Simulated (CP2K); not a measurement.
Consider disilane at its PBE geometry (Å).

```xyz
8

Si   -1.1621    0.1181   -0.0174
Si    1.1621   -0.1181    0.0174
H    -1.7600   -0.8184   -1.0126
H    -1.5321    1.5140   -0.3906
H    -1.7306   -0.1851    1.3277
H     1.5321   -1.5140    0.3906
H     1.7600    0.8183    1.0126
H     1.7306    0.1851   -1.3278
```

Method: CP2K XAS_TDP, all-electron GAPW, PBEh(45%), aug-pc-1, TDA, GW2X-corrected core level, ZORA, spin–orbit coupling.

Question: Where do the Si L₂,₃-edge lines lie, and how strong are they?

Leading lines: Si1 104.54 eV. The leading line of an atom is its first one with 35 % of the strongest within 2.5 eV of its lowest line over the strength cut. Core ionisation energies at this level: Si1 107.42/107.45/108.04 eV; the 2p½ level lies 0.61 eV above the 2p3/2 pair.

The first six lines of each atom with a strength over 0.0003:

| atom | energy (eV) | states | strength, one atom | above the computed threshold |
| --- | --- | --- | --- | --- |
| Si1 (bonded to Si and 3 H), 2 alike | 104.52 | 2 | 0.0005 |  |
|  | 104.54 | 2 | 0.0057 |  |
|  | 104.56 | 2 | 0.0032 |  |
|  | 104.68 | 4 | 0.0034 |  |
|  | 104.77 | 3 | 0.0023 |  |
|  | 104.83 | 2 | 0.0099 |  |

Lines are vertical, at one geometry, with no vibrational structure. GW2X ionisation energies and lines can be off by 1 to 2 eV either way, and a good line position may hide errors that cancel. Rydberg lines, and the discretised continuum above threshold, depend on the basis and the box.

[Banner, clock and machine lines of the logs are left out without a mark of their own.]

[Logs are printed without paths, hosts, clocks, repeated set-up lines and the standing remarks that a program may print on its own settings, such as how far it seeks lower states.]

[Hosts, paths, dates, database ids (printed as entryN), source tags and the programs' standing remarks are cut or masked in the printed files.]
